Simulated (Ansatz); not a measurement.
# ZnO (zincite, P6_3mc): lattice thermal conductivity, part 3 of 3

Aim: the lattice thermal conductivity of ZnO (zincite) against temperature, and which phonons carry it.

Measurements to reproduce:
- thermal conductivity 60 W/m/K near room temperature (given in “Combining the AFLOW GIBBS and Elastic Libraries to efficiently and robustly screen thermo-mechanical properties of solids”, 2017, arXiv:1611.05714)

Ansatz 0.2.0; DFT r2SCAN, scalar-relativistic, plane waves, PAW; PAW set soft_1.

So far. Step 2 (Probe on a coarse mesh): The start is under -1.1 GPa at this level and looks like an insulator or semiconductor on this mesh. Step 4 (Tight relaxation): The residual pressure is -9.2e-4 GPa, small enough for phonons. The relaxed cell has a = 3.235, c = 5.211 Å (conventional setting).

**5. Third-order constants and the Boltzmann equation (continued)**

300 K; a sample spread over frequency. Mode lifetimes, by row, the first 40 of 90 rows:

| q1 | q2 | q3 | branch | frequency (THz) | rms speed (km/s) | three-phonon rate (1/ps) | isotope rate (1/ps) | lifetime (ps) | mean free path (nm) |
| --- | --- | --- | --- | --- | --- | --- | --- | --- | --- |
| 0 | 0.0588 | 0 | 1 | 0.474 | 2.25 | 0.00464 | 1.36e-6 | 215 | 484 |
| 0 | 0.1765 | 0 | 1 | 1.389 | 2.05 | 0.0168 | 2.01e-4 | 58.7 | 121 |
| 0 | 0.2353 | 0 | 1 | 1.795 | 1.79 | 0.0214 | 6.43e-4 | 45.3 | 81.1 |
| 0.0588 | 0.2353 | 0 | 1 | 2.118 | 2.17 | 0.0264 | 0.00141 | 36 | 77.9 |
| 0.0588 | 0.1176 | 0.3333 | 2 | 2.339 | 3 | 0.0346 | 0.00246 | 27 | 80.9 |
| 0.1176 | 0.2353 | 0.2222 | 1 | 2.482 | 1.71 | 0.0309 | 0.00333 | 29.2 | 49.9 |
| 0.1176 | 0.2353 | 0.3333 | 1 | 2.622 | 1.57 | 0.0355 | 0.00464 | 24.9 | 39.2 |
| 0 | 0.1176 | 0.4444 | 3 | 2.723 | 2.7 | 0.0426 | 0.00686 | 20.2 | 54.5 |
| 0.1765 | 0.1765 | 0.1111 | 2 | 2.798 | 2.43 | 0.0399 | 0.00842 | 20.7 | 50.4 |
| 0.0588 | 0.1176 | 0.2222 | 3 | 2.891 | 1.4 | 0.0424 | 0.00928 | 19.3 | 27.1 |
| 0.1765 | 0.2353 | 0.4444 | 1 | 2.982 | 1.76 | 0.0555 | 0.0195 | 13.3 | 23.5 |
| 0 | 0.4118 | 0.3333 | 1 | 3.056 | 1.41 | 0.0715 | 0.0129 | 11.9 | 16.7 |
| 0.0588 | 0.1176 | 0 | 4 | 3.109 | 5.23 | 0.0373 | 0.0117 | 20.4 | 107 |
| 0 | 0.2353 | 0 | 3 | 3.182 | 1.44 | 0.0509 | 0.0117 | 16 | 23.1 |
| 0.0588 | 0.2353 | 0.3333 | 3 | 3.277 | 1.89 | 0.0647 | 0.0115 | 13.1 | 24.8 |
| 0.1176 | 0.3529 | 0.4444 | 2 | 3.367 | 1.86 | 0.0903 | 0.0179 | 9.24 | 17.2 |
| 0.0588 | 0.4706 | 0.4444 | 2 | 3.452 | 1.73 | 0.0889 | 0.0173 | 9.42 | 16.3 |
| 0 | 0.1176 | 0.1111 | 5 | 3.535 | 3.25 | 0.0749 | 0.0129 | 11.4 | 37 |
| 0.1176 | 0.1765 | 0 | 3 | 3.612 | 2.06 | 0.0784 | 0.0152 | 10.7 | 22 |
| 0.2353 | 0.2353 | 0.2222 | 2 | 3.713 | 1.89 | 0.0689 | 0.0188 | 11.4 | 21.6 |
| 0 | 0.4118 | 0.3333 | 3 | 3.825 | 1.25 | 0.096 | 0.0181 | 8.77 | 11 |
| 0 | 0.0588 | 0.3333 | 5 | 3.908 | 5.5 | 0.102 | 0.013 | 8.7 | 47.9 |
| 0.1765 | 0.1765 | 0 | 3 | 4.011 | 2.06 | 0.0811 | 0.0195 | 9.95 | 20.5 |
| 0.2941 | 0.2941 | 0.1111 | 2 | 4.135 | 1.11 | 0.0643 | 0.021 | 11.7 | 13 |
| 0.0588 | 0.2353 | 0.3333 | 4 | 4.213 | 2.28 | 0.151 | 0.0187 | 5.9 | 13.4 |
| 0.0588 | 0.4706 | 0.1111 | 3 | 4.327 | 0.75 | 0.167 | 0.0224 | 5.29 | 3.99 |
| 0.1765 | 0.3529 | 0.4444 | 4 | 4.47 | 2.07 | 0.122 | 0.0194 | 7.07 | 14.7 |
| 0.2353 | 0.3529 | 0 | 3 | 4.605 | 0.76 | 0.156 | 0.0191 | 5.71 | 4.35 |
| 0 | 0.2941 | 0.2222 | 4 | 4.733 | 1.97 | 0.199 | 0.0161 | 4.64 | 9.13 |
| 0.1765 | 0.2353 | 0.1111 | 4 | 4.911 | 1.4 | 0.241 | 0.0229 | 3.79 | 5.33 |
| 0.2353 | 0.2941 | 0.1111 | 4 | 5.029 | 1.52 | 0.361 | 0.0202 | 2.62 | 3.98 |
| 0.2353 | 0.3529 | 0.1111 | 4 | 5.198 | 1.23 | 0.407 | 0.0104 | 2.4 | 2.94 |
| 0 | 0.2941 | 0.1111 | 5 | 5.674 | 3.93 | 0.184 | 0.00444 | 5.3 | 20.8 |
| 0 | 0.3529 | 0 | 5 | 6.265 | 3.01 | 0.26 | 0.00986 | 3.7 | 11.1 |
| 0.1176 | 0.2941 | 0.2222 | 5 | 6.655 | 2.86 | 0.238 | 0.0183 | 3.9 | 11.2 |
| 0.1765 | 0.2941 | 0.2222 | 5 | 6.889 | 2.2 | 0.306 | 0.0366 | 2.92 | 6.43 |
| 0.0588 | 0.1765 | 0.2222 | 6 | 7.041 | 1.23 | 0.377 | 0.0405 | 2.39 | 2.95 |
| 0.2941 | 0.2941 | 0.2222 | 5 | 7.17 | 1.36 | 0.513 | 0.0567 | 1.76 | 2.39 |
| 0.2941 | 0.3529 | 0.2222 | 5 | 7.236 | 1.21 | 0.62 | 0.091 | 1.41 | 1.71 |
| 0.0588 | 0.2941 | 0.1111 | 6 | 7.307 | 0.85 | 0.569 | 0.0913 | 1.51 | 1.29 |

Without the LO-TO term. Gamma linewidths, by row:

| branch | frequency (cm⁻¹) | three-phonon rate (1/ps) | isotope rate (1/ps) | FWHM (cm⁻¹) |
| --- | --- | --- | --- | --- |
| 4 | 91.8 | 0.0456 | 0.0083 | 0.286 |
| 5 | 91.8 | 0.0456 | 0.0083 | 0.286 |
| 6 | 258.1 | 0.516 | 0.0351 | 2.93 |
| 7 | 372.3 | 2.42 | 0 | 12.9 |
| 8 | 394.7 | 3.72 | 4.94e-4 | 19.8 |
| 9 | 394.7 | 3.72 | 4.94e-4 | 19.8 |
| 10 | 427 | 0.42 | 0.0152 | 2.31 |
| 11 | 427 | 0.42 | 0.0152 | 2.31 |
| 12 | 542.6 | 0.466 | 0.0501 | 2.74 |

W/m/K, third of the trace; RTA populations with a boundary rate v/L added to each mode (Matthiessen's rule). Kappa by grain size, by row:

| T (K) | bulk | 10 nm | 30 nm | 100 nm | 300 nm | 1000 nm | 10000 nm | 100000 nm |
| --- | --- | --- | --- | --- | --- | --- | --- | --- |
| 100 | 136.5 | 6.513 | 15.65 | 33.88 | 56.93 | 84.29 | 121.8 | 134.4 |
| 300 | 42.03 | 7.401 | 13.78 | 22.33 | 29.59 | 35.45 | 40.82 | 41.89 |
| 600 | 20.45 | 5.869 | 9.59 | 13.66 | 16.54 | 18.6 | 20.18 | 20.42 |

W/m/K, third of the trace; RTA populations with the isotope rates scaled. Kappa by mass disorder, by row:

| T (K) | no isotopes | as typed | variance x 3 | variance x 10 | variance x 30 |
| --- | --- | --- | --- | --- | --- |
| 100 | 206.7 | 136.5 | 92.67 | 52.07 | 28.26 |
| 300 | 46.75 | 42.03 | 35.76 | 25.31 | 15.65 |
| 600 | 21.5 | 20.45 | 18.76 | 15.04 | 10.44 |

At 300 K the relaxation-time value is 42.1 W/(m K).

**6. What came out**

```json
{
 "highest frequency": "564.5 cm⁻¹",
 "Debye temperature from the second moment": "670 K",
 "κ at 300 K (relaxation time)": "42.11 W/m/K",
 "κ at 300 K (full solution)": "45.24 W/m/K",
 "mean free path at half of κ": "82.2 nm",
 "share of κ above the three lowest branches": "0.257"
}
```

What this shows: The lattice of ZnO (zincite) conducts 45.2 W/(m K) at 300 K by r2SCAN (mean over directions, full solution). The full solution lies +7 % from the relaxation-time value at 300 K. Above 300 K the relaxation-time κ falls as T^-1.01, near the 1/T law of three-phonon scattering. Grains of 100 nm would keep 53 % of the bulk value at 300 K, and grains of 1 µm 84 %. Removing the natural isotope disorder raises κ at 300 K by 11 %. A measured thermal conductivity near room temperature is 60 W/m/K (arXiv:1611.05714); the calculated 45.2 W/m/K differs by -25 %. Missing scattering can't explain a value that is too low; the supercell, the cutoff, the meshes, the functional and the use of 0 K frequencies can. The sum rules changed one orbit of cubic constants by up to 27 %; by the manual a large change points to a short cutoff or, on a small and distant orbit, to noisy forces. The conductivities include the coherence part between close branches; the shares for grains, isotopes, branches and paths are of the relaxation-time populations alone. Cubic couplings among atoms farther apart than the pair cutoff are dropped, and neither the cutoff nor the q-mesh was shown to be converged here. The interpolation has no quadrupole term, so branches near the zone centre are less sure, since this crystal has sites that are not centres of inversion. The PAW files were made for PBE and are used here under another functional, for which the program regenerates the frozen cores.

[Logs are printed without paths, hosts, clocks, repeated set-up lines and the standing remarks that a program may print on its own settings, such as how far it seeks lower states.]

[Hosts, paths, dates, database ids (printed as entryN), source tags and the programs' standing remarks are cut or masked in the printed files.]

[A step with changed settings may run another functional than the one named; its input shows which.]
